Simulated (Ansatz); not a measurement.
# What SrLiH3 (model cell, started as cubic perovskite with Sr in the octahedra) distorts into, part 2 of 3

Wanted: the energy along a soft mode of SrLiH3 (model cell, started as cubic perovskite with Sr in the octahedra) and the structure at the end.

Ansatz 0.2.0; DFT PBEsol, scalar-relativistic, plane waves, PAW; PAW set soft_1.

So far, highest frequency on the path or at a solved wavevector (cm⁻¹): step 2 (the dispersion) 1389. Also lowest frequency on the path (cm⁻¹): step 2 -560.

The structure was built from a prototype and need not be the compound's stable phase.

## 4. The mode frozen in, largest atomic shift 0.6 Å

The atoms are moved along the unstable eigenvector, the largest shift by 0.6 Å, with the cell fixed.

The input, input.yaml:

```yaml
crystal:
  lattice:
    - [0.0, -4.5923518809, -4.5923518809]
    - [0.0, -4.5923518809, 4.5923518809]
    - [-9.1847037618, -4.5923518809, 0.0]
  atoms:
    - { symbol: Li, position: [0.75, 0.75, 0.5] }
    - { symbol: Li, position: [0.25, 0.25, 0.5] }
    - { symbol: Li, position: [0.5, 0.5, 0.0] }
    - { symbol: Li, position: [0.0, 0.0, 0.0] }
    - { symbol: Sr, position: [0.375, 0.875, 0.25] }
    - { symbol: Sr, position: [0.875, 0.375, 0.25] }
    - { symbol: Sr, position: [0.125, 0.625, 0.75] }
    - { symbol: Sr, position: [0.625, 0.125, 0.75] }
    - { symbol: H, position: [0.6903260046, 0.6903260046, 0.25] }
    - { symbol: H, position: [0.0596739954, 0.0596739954, 0.25] }
    - { symbol: H, position: [0.3096739954, 0.3096739954, 0.75] }
    - { symbol: H, position: [0.9403260046, 0.9403260046, 0.75] }
    - { symbol: H, position: [0.5596739954, 0.1903260046, 0.25] }
    - { symbol: H, position: [0.1903260046, 0.5596739954, 0.25] }
    - { symbol: H, position: [0.4403260046, 0.8096739954, 0.75] }
    - { symbol: H, position: [0.8096739954, 0.4403260046, 0.75] }
    - { symbol: H, position: [0.25, 0.75, 0.5] }
    - { symbol: H, position: [0.75, 0.25, 0.5] }
    - { symbol: H, position: [0.0, 0.5, 0.0] }
    - { symbol: H, position: [0.5, 0.0, 0.0] }
kpoints:
  mp_grid: { grid: [4, 4, 4] }
hamiltonian:
  xc: pbesol
  pseudopotentials: { kind: paw, azcp: { folder: soft_1 }, xc_functional: pbe }
scf:
  occupations: { method: gaussian, width: 0.02 }
output:
  forces: true
  stress: true
  eigenvalues: true
```

The run is started by

```bash
$ ansatz run input.yaml --threads 8 --pin off --max-ram 16384MiB --backend cpu --events-out ev --progress --plain --runs-dir out
```

Numbers of over 12 decimals in the logs are rounded to 6 here.

What it wrote:

```text
[...]
Crystal: 20 atoms, lattice volume = 387.405 Å³
Basis set: ecut = 420 eV, 7503 PW (Γ), exchange–correlation on 90×90×144 points (8 copies of the dense FFT grid, shifted against one another)
Bands: 52, of which v1, the nominal top of the filled ones, is band 32 counted from 1 (31 counted from 0)
Symmetry: 16 space group operations
[...]
k-points: 13 of 64
[...]
k-point 0: bands = [... 28 lower, 0.4874, 0.4874, 0.5117, 0.5117, 3.1812, 3.3262, 3.8553, 3.8553, ... 5 higher]
  k-point 1: bands = [... 28 lower, 0.3675, 0.3827, 0.6641, 0.6641, 3.1197, 3.2542, 3.2542, 3.4289, ... 5 higher]
  k-point 2: bands = [... 28 lower, 0.3196, 0.6512, 0.7470, 0.7470, 3.0155, 3.0155, 3.0835, 3.5131, ... 5 higher]
  k-point 12: bands = [... 28 lower, -0.0295, -0.0295, 0.1817, 0.1817, 2.6449, 2.6449, 4.1637, 4.1637, ... 5 higher]
[key lines of the parts left out:]
SCF converged after 8 iterations
Free energy (F): -14970.525732 eV
Fermi energy:    1.575483 eV
P = ⅓ Tr σ = -1.1765 GPa (-11.765 kbar)
```

Wall time 2.3 s (8 threads of Intel Xeon at 2.60GHz (Ice Lake), shared host); peak memory 1.3 GiB; 16 s of CPU time.

Numbers from this step:

* pressure: -1.176 GPa
* gap on the k-mesh: 1.657 eV
* energy from the undistorted cell: -59.09 meV/atom

The energy, extrapolated to zero smearing, is -59.09 meV/atom against the undistorted cell.

The run ends at a pressure of -1.18 GPa, with forces up to 0.32 eV/Å.

## 5. Energy along the mode, all amplitudes (two of the runs are shown above)

An imaginary frequency means negative curvature, so the energy should fall and then rise again as anharmonic terms take over.

Numbers from this step:

- depth at the lowest point sampled: 59.09 meV/atom
- largest atomic shift at that point: 0.6 Å

Table of energy from the parent by largest atomic shift:

```csv
largest atomic shift (Å),energy from the parent (meV/atom)
0.000,0
0.040,-0.367
0.080,-1.46
0.140,-4.42
0.220,-10.6
0.320,-21.4
0.450,-38.5
0.600,-59.1
```

Displacement at unit largest shift by atom:

```csv
atom,x (Å),y (Å),z (Å),size
Li1,0.00,0.00,0.00,0.00
Li2,0.00,0.00,0.00,0.00
Li3,0.00,0.00,0.00,0.00
Li4,0.00,0.00,0.00,0.00
Sr5,0.00,0.00,0.00,0.00
Sr6,0.00,0.00,0.00,0.00
Sr7,0.00,0.00,0.00,0.00
Sr8,0.00,0.00,0.00,0.00
H9,0.00,-1.00,0.00,1.00
H10,0.00,1.00,0.00,1.00
H11,0.00,1.00,0.00,1.00
H12,0.00,-1.00,0.00,1.00
H13,0.00,0.00,1.00,1.00
H14,0.00,0.00,-1.00,1.00
H15,0.00,0.00,-1.00,1.00
H16,0.00,0.00,1.00,1.00
H17,0.00,0.00,0.00,0.00
H18,0.00,0.00,0.00,0.00
H19,0.00,0.00,0.00,0.00
H20,0.00,0.00,0.00,0.00
```

The lowest of the steps tried is the last one, at 0.6 Å, 59.1 meV/atom below the parent; the bottom of the well need not coincide with a step.

## 6. Relaxing from the distorted cell

Starting from the lowest point found, all atoms and the cell are let go, so that strain and other modes of the same symmetry can join in.

input.yaml: that of step 4 with these lines changed.

```diff
@@ -32,3 +32,3 @@
 scf:
-  occupations: { method: gaussian, width: 0.02 }
+  occupations: { method: fixed }
 output:
@@ -37 +37,10 @@
   eigenvalues: true
+  write_density: true
+  write_potential: true
+  elf: true
+  volumetric_format: npy
+relax:
+  adjacent_minimum: "off"
+  f_tol: 0.002
+  max_steps: 120
+  cell: { stress_tol: 0.03 }
```

What it wrote:

```text
[...]
Crystal: 20 atoms, lattice volume = 387.405 Å³
Basis set: ecut = 420 eV, 7503 PW (Γ), exchange–correlation on 90×90×144 points (8 copies of the dense FFT grid, shifted against one another)
Bands: 52, of which v1, the nominal top of the filled ones, is band 32 counted from 1 (31 counted from 0)
Symmetry: 16 space group operations
[...]
k-points: 13 of 64
[...]
SCF iter   1: F=—  HF=-14975.282740 eV  |F-HF|=—  |Δ(HF+E_count)|=         —  Δρ=4.90e-2  dr2=1.37e1  ethr=3.10e-3  ⟨swp⟩=5.8  Hψ=2699  notcnv=0  defer=210
[...]
SCF iter   8: F=-14970.525732 eV  HF=-14970.525732 eV  |F-HF|=4.83e-9  |Δ(HF+E_count)|=   1.19e-7  Δρ=2.53e-6  dr2=1.25e-8  ethr=1.56e-10  ⟨swp⟩=32.6  Hψ=8693  notcnv=0
SCF 1 converged in 8 iterations: F = -14970.525732 eV  dr2 = 1.25e-8
[...]
relax step   1: F+E_penalty+E_count = -14970.52573237 eV  Δ(F+E_penalty+E_count) = +0.000e0 eV  max|allowed force component| = 3.236e-1 eV/Å  Δτ_max = 0.0000 Å  P = -1.176 GPa  Ω = 387.405 Å³  (8 SCF iters, dr2 threshold 1.00e-7 eV, accepted)
Crystal: 20 atoms, lattice volume = 369.561 Å³
Basis set: ecut = 420 eV, 7215 PW (Γ), exchange–correlation on 90×90×144 points (8 copies of the dense FFT grid, shifted against one another)
[...]
iter 1 solved again at ethr=4.94e-4 eV; its pass at ethr=3.10e-3 eV (dr2=3.16e-1 eV) is discarded
[...]
SCF iter   5: F=-14971.077497 eV  HF=-14971.077496 eV  |F-HF|=4.82e-7  |Δ(HF+E_count)|=   4.51e-5  Δρ=1.88e-5  dr2=1.31e-6  ethr=3.12e-9  ⟨swp⟩=26.7  Hψ=7951  notcnv=0
the search or the solves at the SCF's close seem to have found levels that the self-consistency loop had missed (the run counts 3). By its estimate they hold under 1e-12 electrons; where the run keeps them, the occupations were computed again with them
SCF 2 converged in 5 iterations: F = -14971.077497 eV  dr2 = 1.31e-6
relax step   2: F+E_penalty+E_count = -14971.07749684 eV  Δ(F+E_penalty+E_count) = -5.518e-1 eV  max|allowed force component| = 2.143e-1 eV/Å  Δτ_max = 0.1955 Å  P = -0.886 GPa  Ω = 369.561 Å³  energy of the carried Pulay correction = +4.615e-3 eV  (5 SCF iters, dr2 threshold 2.00e-6 eV, accepted)
Crystal: 20 atoms, lattice volume = 343.862 Å³
Basis set: ecut = 420 eV, 6757 PW (Γ), exchange–correlation on 90×90×144 points (8 copies of the dense FFT grid, shifted against one another)
[...]
SCF iter   5: F=-14971.307435 eV  HF=-14971.307435 eV  |F-HF|=4.12e-7  |Δ(HF+E_count)|=   6.15e-5  Δρ=1.91e-5  dr2=1.20e-6  ethr=3.12e-9  ⟨swp⟩=26.0  Hψ=8027  notcnv=0
[...]
SCF 3 converged in 5 iterations: F = -14971.307435 eV  dr2 = 1.20e-6
relax step   3: F+E_penalty+E_count = -14971.30743492 eV  Δ(F+E_penalty+E_count) = -2.299e-1 eV  max|allowed force component| = 4.147e-2 eV/Å  Δτ_max = 0.1950 Å  P = +0.197 GPa  Ω = 343.862 Å³  energy of the carried Pulay correction = +1.166e-2 eV  (5 SCF iters, dr2 threshold 2.00e-6 eV, accepted)
[...]
relax step   4: F+E_penalty+E_count = -14971.31430393 eV  Δ(F+E_penalty+E_count) = -6.869e-3 eV  max|allowed force component| = 2.814e-2 eV/Å  Δτ_max = 0.0263 Å  P = -0.001 GPa  Ω = 346.728 Å³  energy of the carried Pulay correction = +1.085e-2 eV  (5 SCF iters, dr2 threshold 7.84e-7 eV, accepted)
[...]
relax step   5: F+E_penalty+E_count = -14971.31479517 eV  Δ(F+E_penalty+E_count) = -4.912e-4 eV  max|allowed force component| = 1.572e-3 eV/Å  Δτ_max = 0.0107 Å  P = -0.006 GPa  Ω = 346.937 Å³  energy of the carried Pulay correction = +1.079e-2 eV  (5 SCF iters, dr2 threshold 4.95e-8 eV, accepted)
[...]
relax step   6: F+E_penalty+E_count = -14971.31477942 eV  Δ(F+E_penalty+E_count) = +1.576e-5 eV  max|allowed force component| = 1.541e-2 eV/Å  Δτ_max = 0.0059 Å  P = +0.004 GPa  Ω = 346.800 Å³  energy of the carried Pulay correction = +1.083e-2 eV  (7 SCF iters, rejected (line search))
[...]
relax step   7: F+E_penalty+E_count = -14971.31483962 eV  Δ(F+E_penalty+E_count) = -4.444e-5 eV  max|allowed force component| = 2.441e-4 eV/Å  Δτ_max = 0.0025 Å  P = +0.001 GPa  Ω = 346.841 Å³  energy of the carried Pulay correction = +1.082e-2 eV  (7 SCF iters, accepted)
[...]
SCF iter   5: F=-14971.307069 eV  HF=-14971.307069 eV  |F-HF|=3.64e-12  |Δ(HF+E_count)|=    0.00e0  Δρ=3.98e-8  dr2=1.24e-11  ethr=1.00e-12  ⟨swp⟩=7.0  Hψ=2597  notcnv=0
SCF 8 converged in 5 iterations: F = -14971.307069 eV  dr2 = 1.24e-11
relax step   8: F+E_penalty+E_count = -14971.30706873 eV  Δ(F+E_penalty+E_count) = +7.771e-3 eV  max|allowed force component| = 3.752e-4 eV/Å  Δτ_max = 0.0000 Å  P = -0.022 GPa  Ω = 346.841 Å³  stress off target by 2.32e-2 GPa  SCF on the basis re-selected at this cell (its energy is not comparable with the rows above)  (5 SCF iters)
basis re-selected at this cell: Δ(F+E_penalty+E_count) = +7.771e-3 eV, ΔP = -0.023 GPa vs the last step (what re-selecting the basis moved, of the pressure what is left beyond the Pulay correction that the steps carried, after the strain that the cell walked since its last selection, with what the two solves' SCF thresholds leave and, on support functions, any second-order correction that the steps lacked; it is no m [...]
SCF converged after 5 iterations
Free energy (F): -14971.307069 eV
[...]
Internal energy: -14971.307069 eV  (E = F + TS)
E sigma→0 (E₀):  -14971.307069 eV
Fermi energy:    1.704029 eV
[...]
--- Forces (eV/Å), atoms counted from 1 ---
  atom   1  Li     0.00000000    -0.00000000     0.00000000
  atom   2  Li    -0.00000000     0.00000000     0.00000000
  atom   3  Li     0.00000000     0.00000000     0.00000000
  atom   4  Li     0.00000000    -0.00000000    -0.00000000
  atom   5  Sr    -0.00025298     0.00000000    -0.00000000
  atom   6  Sr    -0.00025298    -0.00000000     0.00000000
  atom   7  Sr     0.00025298     0.00000000    -0.00000000
  atom   8  Sr     0.00025298    -0.00000000     0.00000000
  atom   9  H      0.00003070    -0.00037524     0.00000000
  atom  10  H      0.00003070     0.00037524    -0.00000000
  atom  11  H     -0.00003070     0.00037524    -0.00000000
  atom  12  H     -0.00003070    -0.00037524     0.00000000
  atom  13  H      0.00003070    -0.00000000     0.00037524
  atom  14  H      0.00003070     0.00000000    -0.00037524
  atom  15  H     -0.00003070     0.00000000    -0.00037524
  atom  16  H     -0.00003070    -0.00000000     0.00037524
  atom  17  H      0.00000000     0.00000000    -0.00000000
  atom  18  H     -0.00000000    -0.00000000     0.00000000
  atom  19  H      0.00000000    -0.00000000    -0.00000000
  atom  20  H      0.00000000     0.00000000     0.00000000
  max |Σ_I F_I| component: 4.34e-19 eV/Å
--- Stress (GPa, compression-positive) ---
       -0.023182       0.000000      -0.000000
        0.000000      -0.021417      -0.000000
       -0.000000       0.000000      -0.021417
  P = ⅓ Tr σ = -0.0220 GPa (-0.220 kbar)
--- Band table (eV; the first three rows and the last of 13) ---
  k-point 0: bands = [... 28 lower, 1.3768, 1.3768, 1.4210, 1.4210, 4.2453, 4.3396, 4.3396, 4.4600, ... 16 higher]
  k-point 1: bands = [... 28 lower, 1.2496, 1.2496, 1.5966, 1.5966, 3.7459, 3.7459, 4.2821, 4.5731, ... 16 higher]
  k-point 2: bands = [... 28 lower, 1.1975, 1.2649, 1.7040, 1.7040, 3.4816, 3.4816, 4.3265, 4.5400, ... 16 higher]
  k-point 12: bands = [... 28 lower, 0.6650, 0.6650, 0.8209, 0.8209, 3.1207, 3.1207, 4.7624, 4.7624, ... 16 higher]
--- Relaxed structure (7 steps of the walk, 6 accepted, 1 SCFs on fresh bases) ---
  F+E_penalty+E_count = -14971.30706873 eV   max|allowed force component| = 3.752e-4 eV/Å   (the final SCF, on the basis selected at the relaxed cell)
  cell:  # Å, volume = 346.8410 Å³
    - [0, -4.424664, -4.424664]
    - [0, -4.424664, 4.424664]
    - [-8.858085, -4.424664, 0]
  atoms:
    - { symbol: Li, position: [0.750000, 0.750000, 0.500000] }
    - { symbol: Li, position: [0.250000, 0.250000, 0.500000] }
    - { symbol: Li, position: [0.500000, 0.500000, 0] }
    - { symbol: Li, position: [-1.5611362220256025e-19, 4.48273331050452e-19, 0] }
    - { symbol: Sr, position: [0.374723, 0.874723, 0.250553] }
    - { symbol: Sr, position: [0.874723, 0.374723, 0.250553] }
    - { symbol: Sr, position: [0.125277, 0.625277, 0.749447] }
    - { symbol: Sr, position: [0.625277, 0.125277, 0.749447] }
    - { symbol: H, position: [0.729733, 0.729733, 0.251466] }
    - { symbol: H, position: [0.018801, 0.018801, 0.251466] }
    - { symbol: H, position: [0.270267, 0.270267, 0.748534] }
    - { symbol: H, position: [0.981199, 0.981199, 0.748534] }
    - { symbol: H, position: [0.518801, 0.229733, 0.251466] }
    - { symbol: H, position: [0.229733, 0.518801, 0.251466] }
    - { symbol: H, position: [0.481199, 0.770267, 0.748534] }
    - { symbol: H, position: [0.770267, 0.481199, 0.748534] }
    - { symbol: H, position: [0.25, 0.75, 0.500000] }
    - { symbol: H, position: [0.75, 0.25, 0.500000] }
    - { symbol: H, position: [0.0, 0.500000, 0] }
    - { symbol: H, position: [0.500000, 0.0, 0] }
```

The job ended after 20 s (8 threads; peak memory 1.3 GiB).

Step by step:

```csv
step,energy less that of the first step (eV),largest force component (eV/Å),pressure (GPa),volume (Å³)
1,0.0000,0.3236,-1.18,387.41
2,-0.5518,0.2143,-0.89,369.56
3,-0.7817,0.0415,0.20,343.86
4,-0.7886,0.0281,0.00,346.73
5,-0.7891,0.0016,-0.01,346.94
6,-0.7890,0.0154,0.00,346.80
7,-0.7891,0.0002,0.00,346.84
8*,-0.7813,0.0004,-0.02,346.84
```

Relaxation steps marked * repeat the geometry before them on a plane-wave basis chosen anew for their cell, so energy and pressure can jump there. Relaxation step 6 was tried and not accepted.

Forces are held to the 16 operations that the run works with; a distortion that breaks them can't arise in this run.

```csv
"conventional cell, symmetrised",before,after,change
a (Å),6.495,6.257,-3.7 %
b (Å),6.495,6.257,-3.7 %
c (Å),18.369,17.716,-3.6 %
volume (Å³/atom),19.37,17.34,-10.5 %
```

The atoms that moved most (Å, as changes of fractional coordinates times the final cell):

```csv
atom,dx,dy,dz,length
H11,0.013,0.355,0.000,0.355
H14,-0.013,0.000,-0.355,0.355
H13,-0.013,0.000,0.355,0.355
H15,0.013,0.000,-0.355,0.355
H16,0.013,0.000,0.355,0.355
H10,-0.013,0.355,0.000,0.355
H9,-0.013,-0.355,0.000,0.355
H12,0.013,-0.355,0.000,0.355
```

The relaxed structure:

```xyz
20
Lattice="0.0000 -4.4247 -4.4247 0.0000 -4.4247 4.4247 -8.8581 -4.4247 0.0000" Properties=species:S:1:pos:R:3 pbc="T T T"
Li   -4.4290   -8.8493    0.0000
Li   -4.4290   -4.4247    0.0000
Li    0.0000   -4.4247    0.0000
Li    0.0000    0.0000    0.0000
Sr   -2.2194   -6.6370    2.2123
Sr   -2.2194   -6.6370   -2.2123
Sr   -6.6387   -6.6370    2.2123
Sr   -6.6387   -6.6370   -2.2123
H    -2.2275   -7.5703    0.0000
H    -2.2275   -1.2790    0.0000
H    -6.6306   -5.7037    0.0000
H    -6.6306  -11.9950    0.0000
H    -2.2275   -4.4247   -1.2790
H    -2.2275   -4.4247    1.2790
H    -6.6306   -8.8493    1.2790
H    -6.6306   -8.8493   -1.2790
H    -4.4290   -6.6370    2.2123
H    -4.4290   -6.6370   -2.2123
H     0.0000   -2.2123    2.2123
H     0.0000   -2.2123   -2.2123
```

Numbers from this step:

```
pressure          : -0.02201 GPa
gap on the k-mesh : 1.172 eV
volume per atom   : 17.34 Å³
```

(Part 2 of 3 ends here.)

[Logs are printed without paths, hosts, clocks, repeated set-up lines and the standing remarks that a program may print on its own settings, such as how far it seeks lower states.]

[Hosts, paths, dates, database ids (printed as entryN), source tags and the programs' standing remarks are cut or masked in the printed files.]
